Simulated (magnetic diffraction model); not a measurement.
## Magnetic neutron pattern of Cd2CoO4

Space group I4_1/acd (no. 142, origin choice 1), a = 5.2640 Å, c = 25.4700 Å.

```csv
site,atom,x,y,z
16d,Cd,1/2,0,0.4251
8a,Co,0,0,0
16f,O,0.3074,0.6926,1/4
16d,O,1/2,0,0.3336
```

The compound is invented for this exercise: a known structure type with other elements, its cell scaled to their sizes and not relaxed.

Only Co is taken to order (form factors of Co4+); orders and moment sizes are assumed, and not adapted to the symmetry. Radiation: neutrons of λ = 1.909 Å (absorption by Cd left out), 3° to 60°; isotropic B of 0.17 Å² (Cd), 0.27 Å² (Co) and 0.39 Å² (O). Simulated constant-wavelength pattern: nuclear and magnetic terms add, the magnetic one as |2.695 fm × Σ f S⊥ exp(2πi Q·r) exp(−B s²)|², summed over all Q at one angle with the factor 1/(sin²θ cos θ). For collinear order S is the moment m, which repeats by lattice and centring translations R with the sign exp(−2πi k·R). Free-ion form factors, Sears's scattering lengths of 1992, no absorption; a label names one of the reflections at its angle. The strongest nuclear line in the range is 100, and lines under 0.2 are left out.

Assume the order k = (0 0 0), collinear moments along [111], 4.53 μB on Co; signs + at (0, 0, 0), − at (0, 1/2, 1/4), − at (1/2, 0, 1/4), + at (1/2, 1/2, 0).

Predict the pattern, nuclear and magnetic parts apart.

```tsv
2θ (°)	index	nuclear	magnetic
8.60	(0 0 2)	0.0	26.6
17.24	(0 0 4)	15.9	0.0
25.99	(0 0 6)	0.0	2.5
29.72	(1 1 0)	0.0	45.6
30.99	(1 1 2)	0.8	0.0
34.56	(1 1 4)	0.0	48.5
39.88	(1 1 6)	0.7	0.0
42.53	(2 0 0)	47.5	0.0
43.47	(2 0 2)	0.0	33.7
44.02	(0 0 10)	0.0	0.7
46.21	(2 0 4)	80.6	0.0
46.47	(1 1 8)	0.0	13.7
48.06	(2 1 1)	17.0	0.0
49.77	(2 1 3)	16.0	0.0
50.52	(2 0 6)	0.0	17.2
53.06	(2 1 5)	14.3	0.0
53.45	(0 0 12)	77.7	0.0
54.01	(1 1 10)	13.6	0.0
56.14	(2 0 8)	100.0	0.0
57.75	(2 1 7)	12.4	0.0
```

The strongest magnetic line in the range is (1 1 4) at 34.56° (48.5). On top of the Lorentz factor, which all lines share, magnetic lines fade with angle because f falls: for Co4+ it is 0.94, 0.77, 0.57 and 0.23 at sin θ/λ = 0.1, 0.2, 0.3 and 0.5 Å⁻¹, while nuclear lengths stay constant. The order has no net moment.

[Logs are printed without paths, hosts, clocks, repeated set-up lines and the standing remarks that a program may print on its own settings, such as how far it seeks lower states.]
